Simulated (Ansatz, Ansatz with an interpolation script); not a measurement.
Rows from a G0W0 calculation on SiO2 (Imma) (Ansatz 0.2.0; G0W0 on LDA, plane waves, PAW; 4×4×4 mesh, 1429 empty bands, screening to 200 eV), in eV. Spin-orbit coupling is left out.

| row | Σx | Σc | Vxc | Z |
| --- | --- | --- | --- | --- |
| A | -26.25 | 3.72 | -20.44 | 0.80 |
| B | -4.98 | -2.72 | -9.03 | 0.89 |
| C | -26.94 | 3.70 | -21.22 | 0.81 |
| D | -3.42 | -2.63 | -7.33 | 0.89 |
| E | -8.59 | -3.89 | -14.62 | 0.86 |
| F | -26.45 | 3.72 | -20.67 | 0.80 |

Question: Which rows are filled states and which are empty ones, and how can one tell?

Filled: A, C and F. Empty: B, D and E. The sign of Σc tells: for a filled state bare exchange, which holds its interaction with itself, lies below Vxc (Σx − Vxc is -5.7 eV or lower here) and screening gives part back as a positive Σc. For an empty state Σx lies above Vxc (+3.9 eV or more) and the Coulomb hole leaves Σc negative.

[Runs of the session that timed out or met a known fault of the program may be left out.]

[Hosts, paths, dates, database ids (printed as entryN), source tags and the programs' standing remarks are cut or masked in the printed files.]
